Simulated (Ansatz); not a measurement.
## Lattice dynamics of LiBe (Pm-3m)

The cell of LiBe (Pm-3m) is at rest. What are its phonons? After the zone centre comes a 4×4×4 q mesh on a 16×16×16 k mesh.

Calculated with Ansatz 0.2.0; DFT PBEsol, scalar-relativistic, plane waves, PAW; PAW set soft_1.

**1. Starting point**

Symmetry: Pm-3m, No. 221, cubic system. The conventional cell has a = 2.802 Å, b = 2.802 Å, c = 2.802 Å, α = 90.00°, β = 90.00°, γ = 90.00°. Nearest to Li lie 8 Be at 2.43 Å. Nearest to Be lie 8 Li at 2.43 Å. Farther neighbours are not listed.

As a file:

```cif
data_structure
_symmetry_space_group_name_H-M 'Pm-3m'
_symmetry_Int_Tables_number 221
_cell_length_a 2.8020
_cell_length_b 2.8020
_cell_length_c 2.8020
_cell_angle_alpha 90.000
_cell_angle_beta 90.000
_cell_angle_gamma 90.000
_cell_volume 22.00
loop_
_atom_site_label
_atom_site_type_symbol
_atom_site_symmetry_multiplicity
_atom_site_Wyckoff_symbol
_atom_site_fract_x
_atom_site_fract_y
_atom_site_fract_z
_atom_site_occupancy
Li1 Li 1 a 0.00000 0.00000 0.00000 1
Be1 Be 1 b 0.50000 0.50000 0.50000 1
```

**2. Modes at Γ**

The cell comes from relaxations at this level that are not shown. The zone centre comes first: it holds the modes that light can see, as far as symmetry allows. No field response is asked, since the mesh shows no gap.

Contents of input.yaml:

```yaml
crystal:
  lattice:
    - [2.8019923598, 0.0, 0.0]
    - [0.0, 2.8019923598, 0.0]
    - [0.0, 0.0, 2.8019923598]
  atoms:
    - { symbol: Li, position: [0.0, 0.0, 0.0] }
    - { symbol: Be, position: [0.5, 0.5, 0.5] }
kpoints:
  mp_grid: { grid: [16, 16, 16] }
hamiltonian:
  xc: pbesol
  pseudopotentials: { kind: paw, azcp: { folder: soft_1 }, xc_functional: pbe }
scf:
  occupations: { method: methfessel_paxton, width: 0.2 }
output:
  eigenvalues: true
phonons:
  method: dfpt
```

On the command line:

```bash
> ansatz run input.yaml --threads 4 --pin off --max-ram 10240MiB --backend cpu --events-out ev --progress --plain --runs-dir out
```

Numbers of over 12 decimals in the logs are rounded to 6 here.

The log of the run:

```text
Engine: ansatz 0.2.0, aarch64-unknown-linux-gnu
Pseudopotentials: kind: paw
Pseudopotential: Li, paw, valence charge 3, recommended cutoff 420 eV (normal), soft_1/Li.paw.azcp
Pseudopotential: Be, paw, valence charge 2, recommended cutoff 420 eV (normal), soft_1/Be.paw.azcp
Functional definition: PBEsol
  exchange = pbesol_x
  correlation = pbesol_c
Crystal: 2 atoms, lattice volume = 21.999 Å³
Basis set: ecut = 420 eV, 437 PW (Γ), exchange–correlation on 40×40×40 points (8 copies of the dense FFT grid, shifted against one another)
Bands: 7, of which v1, the nominal top of the filled ones, is band 3 counted from 1 (2 counted from 0)
Symmetry: 48 space group operations
k-points: 405 of 4096 (irreducible under 8 space group operations, time reversal used)
Non-local potential: Li, projectors of the file, l = 0: 3, l = 1: 2, l = 2: 1
Non-local potential: Be, projectors of the file, l = 0: 2, l = 1: 2, l = 2: 1
PAW form: soft (Blöchl's): semilocal exchange-correlation on the pseudo side does not see the compensation charge
PAW frozen core: Be, regenerated for the run's functional, and the local potential with it (the file was generated under x = pbe(κ = 0.804, μ = 0.219515), c = pbe(β = 0.066725))
PAW one-centre angular grid: Li, 110 points (default); XC on 64 Gauss nodes
PAW one-centre angular grid: Be, 110 points (default); XC on 64 Gauss nodes
Initial density: superposition of atomic densities (chi_scale 0.1, normalization cell, long waves kept (reshape's long-wave potential 0.00 eV rms))
Initial wavefunctions: pseudopotential atomic-orbital guess
Functional: x = pbesol(κ = 0.804, μ = 0.123457), c = pbesol(β = 0.046)
SCF iter   1: F=—  HF=-292.635018 eV  |F-HF|=—  |Δ(HF+E_count)|=         —  Δρ=9.03e-3  dr2=1.70e-2  ethr=3.10e-3  ⟨swp⟩=5.4  Hψ=21684  notcnv=0
preconditioner: auto → none  [metal: Δε(μ)=0.104 eV  Ē_g=10.508 eV  σ=0.200 eV  W_gap=0.40  n_scr=0 (ndim 8)  ℏωp=13.7 eV  f_vac=0.000  D(μ)=0.32/eV (n_scr^D=0)]
SCF iter   2: F=—  HF=-292.608094 eV  |F-HF|=—  |Δ(HF+E_count)|=   2.69e-2  S|Δr|=    0.00e0  Δρ=4.13e-3  dr2=2.70e-3  ethr=3.39e-4  ⟨swp⟩=1.0  Hψ=6077  notcnv=0  defer=1
SCF iter   3: F=—  HF=-292.610431 eV  |F-HF|=—  |Δ(HF+E_count)|=   2.34e-3  S|Δr|=    0.00e0  Δρ=3.27e-4  dr2=1.30e-5  ethr=5.41e-5  ⟨swp⟩=2.0  Hψ=3744  notcnv=0  defer=2
SCF iter   4: F=—  HF=-292.610448 eV  |F-HF|=—  |Δ(HF+E_count)|=   1.70e-5  S|Δr|=    0.00e0  Δρ=2.68e-5  dr2=5.49e-8  ethr=2.59e-7  ⟨swp⟩=2.0  Hψ=3344  notcnv=0  defer=2
SCF iter   5: F=—  HF=-292.610448 eV  |F-HF|=—  |Δ(HF+E_count)|=   2.27e-7  S|Δr|=    0.00e0  Δρ=2.48e-6  dr2=5.37e-10  ethr=1.10e-9  ⟨swp⟩=2.7  Hψ=3675  notcnv=0  defer=2
SCF iter   6: F=-292.610448 eV  HF=-292.610448 eV  |F-HF|=1.08e-12  |Δ(HF+E_count)|=  9.27e-11  S|Δr|=    0.00e0  Δρ=1.18e-7  dr2=3.66e-12  ethr=1.00e-12  ⟨swp⟩=5.8  Hψ=9108  notcnv=0
the search or the solves at the SCF's close seem to have found levels that the self-consistency loop had missed (the run counts 2). By its estimate they hold under 1e-12 electrons; where the run keeps them, the occupations were computed again with them
SCF 1 converged in 6 iterations: F = -292.610448 eV  dr2 = 3.66e-12
  greatest PAW one-centre occupation: 1.000 electrons in one spin orbital (limit 2), on the Li atom at site 0 (counted from 0), in its partial waves of l = 0
DFPT response loops at Γ: preconditioner auto → Kerker (q_TF=auto, 2.131 Å⁻¹) (partly filled bands, converged f_vac=0.000); β = 1.00, the filter's whole step (`scf.mixing.beta` (0.50) is not read by the response loops under this deck's `scf.mixing.preconditioner`; to damp them name `kerker` or `kerker_dos`, under which they read `scf.mixing.beta`, and type it under 1.00, their step now; both keys bind the ground state too); Broyden in place of MSR1
SCF converged after 6 iterations
Stability not checked: this state was not tested for a lower state beside it, because cold or Methfessel-Paxton smearing, or corrected tetrahedra, fill the levels in a way that the test cannot read (fill_not_monotonic; see scf.lower_state_search)
Free energy (F): -292.610448 eV
Harris-Foulkes:  -292.610448 eV  (|F-HF|=1.08e-12)
Internal energy: -292.612762 eV  (E = F + TS)
E sigma→0 (E₀):  -292.611026 eV
Entropy (-TS):   0.002314 eV (1.157 meV/atom)
Fermi energy:    3.680903 eV
--- Per-component energies (eV) ---
  E_band       = -77.315521
  E_kinetic    = 34.993642
  E_local      = -123.321884  (includes V_loc(G=0)·N_el)
  E_nonlocal   = -14.967083
  E_hartree    = 37.339552
  E_xc         = -27.803688
  E_vxc        = -30.599380  (∫ρ·V_xc dr)
  E_paw        = -79.358805  (= ΣΔE_a)
  E_vpaw       = -18.100159  (= ΣTr[D̂ρ^β])
  E_aug_tail   = 0.000249  (compensation charges beyond the density's cutoff)
  E_ewald      = -119.504276
  E_core_change = 0.009531  (= ΣΔE_core)
  E_smearing   = 0.002314  (= −TS)
  E_closure    = 0.000000  (closes the sum)
  Σ components = -292.610448   (vs F -292.610448, Δ=0.00e0)
--- Band table (eV; the first three rows and the last of 405) ---
  k-point 0: bands = ["-40.3545", "-2.8311", "9.8987", "9.8987", "9.8987", "14.4339", "14.4339"]
  k-point 1: bands = ["-40.3537", "-2.7812", "9.2511", "9.9632", "9.9632", "14.5078", "15.1796"]
  k-point 2: bands = ["-40.3514", "-2.6313", "7.9412", "10.1556", "10.1556", "14.7292", "16.7466"]
  k-point 404: bands = ["-40.2944", "6.1080", "6.1080", "6.1080", "8.6632", "8.6632", "8.6632"]
--- Phonons (Γ-DFPT): 2 representative perturbations + reference, on 405 of 4096 k-points (Σ response iterations 6) ---
  k mesh reduced under 8 symmetry operations, with k and −k counted as one. Each operation leaves every solved perturbation unchanged. A smaller set is not used because it would not reduce the number of displacements times k-points to solve
  ASR residual: 6.715e-6 → 0.000e0 eV/Å²; symmetrization residual: 2.238e-7 eV/Å²
  ASR residual per site (eV/Å²): 6.72e-6 5.74e-7
  Γ frequencies (cm⁻¹): 0.00 0.00 0.00 560.32 560.32 560.32
  non-analytic LO–TO correction: not included (Born effective charges unavailable; polar crystals: no LO–TO splitting at Γ)
```

It took 3.6 s on 4 threads of Arm Neoverse V1, shared host; peak memory 0.44 GiB; 12 s of CPU time.

This step gave:

| Item | Value |
| --- | --- |
| volume per atom | 11.00 Å³ |
| gap on the k-mesh | 0 eV |
| sum-rule residual before enforcement | 6.72e-6 eV/Å² |
| point group | m-3m |
| highest optical mode at the zone centre (no LO-TO term) | 560.3 cm⁻¹ |
| lowest optical zone-centre mode | 560.3 cm⁻¹ |

Patterns of degenerate modes are one choice out of their space. The modes at Γ (shares of kinetic energy by element, %):

```
mode  frequency (cm⁻¹)  symmetry  Li %  Be %
   1               0.0  acoustic    44    56
   2               0.0  acoustic    44    56
   3               0.0  acoustic    44    56
   4             560.3       T1u    56    44
   5             560.3       T1u    56    44
   6             560.3       T1u    56    44
```

Displacements in mode 5 (560.3 cm⁻¹), the largest set to 1:
```
Li1  0.00  0.00  1.00
Be2  0.00  0.00 -0.77
```

Before it was imposed, the acoustic sum rule was missed by 6.7e-6 eV/Å². Small misses are needed for a sound result but don't prove that mesh and cutoff are converged. The lowest optical mode is real, 560 cm⁻¹.

(Part 1 of 2 ends here.)

[Logs are printed without paths, hosts, clocks, repeated set-up lines and the standing remarks that a program may print on its own settings, such as how far it seeks lower states.]

[Hosts, paths, dates, database ids (printed as entryN), source tags and the programs' standing remarks are cut or masked in the printed files.]
